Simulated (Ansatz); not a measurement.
# Calculated records

```cif
data_tbo2
_symmetry_space_group_name_H-M 'Fm-3m'
_symmetry_Int_Tables_number 225
_cell_length_a 5.2200
_cell_length_b 5.2200
_cell_length_c 5.2200
_cell_angle_alpha 90.000
_cell_angle_beta 90.000
_cell_angle_gamma 90.000
_cell_volume 142.24
loop_
_atom_site_label
_atom_site_type_symbol
_atom_site_symmetry_multiplicity
_atom_site_Wyckoff_symbol
_atom_site_fract_x
_atom_site_fract_y
_atom_site_fract_z
_atom_site_occupancy
Tb1 Tb 4 a 0.00000 0.00000 0.00000 1
O1 O 8 c 0.25000 0.25000 0.75000 1
_calc_subject 'TbO2 (Fm-3m): Hubbard U and Hund's J by constrained RPA'
_calc_method 'DFT, LDA, plane waves, PAW (and 1 further level or step)'
_calc_program 'Ansatz 0.2.0'
_calc_settings_of_one_run 'cutoff 420 eV, 12×12×12 k-mesh, smearing width 0.08 eV, default PAW, coordination {"Tb": "cubic"}, magnetic state non-magnetic by constraint'
_calc_cost '2 runs, 9.5 min in all on 4 threads of Arm Neoverse V2, shared host (the runs of this entry)'
_calc_notes 'This run has no spin polarisation although its electron count is odd. The cell and positions come from the Crystallography Open Database and are kept as given unless a step says otherwise. Limits: no spin polarisation; no spin-orbit coupling. The bands cross the Fermi level under this constraint, which need not be the crystal’s state: magnetic order, correlation or a lattice distortion may open a gap.'
_calc_tb_f 'U 3.21 eV, U′ 2.03 eV, J 0.54 eV, bare V 27.8 eV'
_calc_method 'constrained RPA on non-magnetic LDA, 6×6×6 mesh, static; search for lower states off'
```

[Paths, hosts, dates, memory and timing lines, banners, echoed tables and standing remarks are left out of the program output.]

[Logs are printed without paths, hosts, clocks, repeated set-up lines and the standing remarks that a program may print on its own settings, such as how far it seeks lower states.]

[Runs of the session that timed out or met a known fault of the program may be left out.]

[Hosts, paths, dates, database ids (printed as entryN), source tags and the programs' standing remarks are cut or masked in the printed files.]
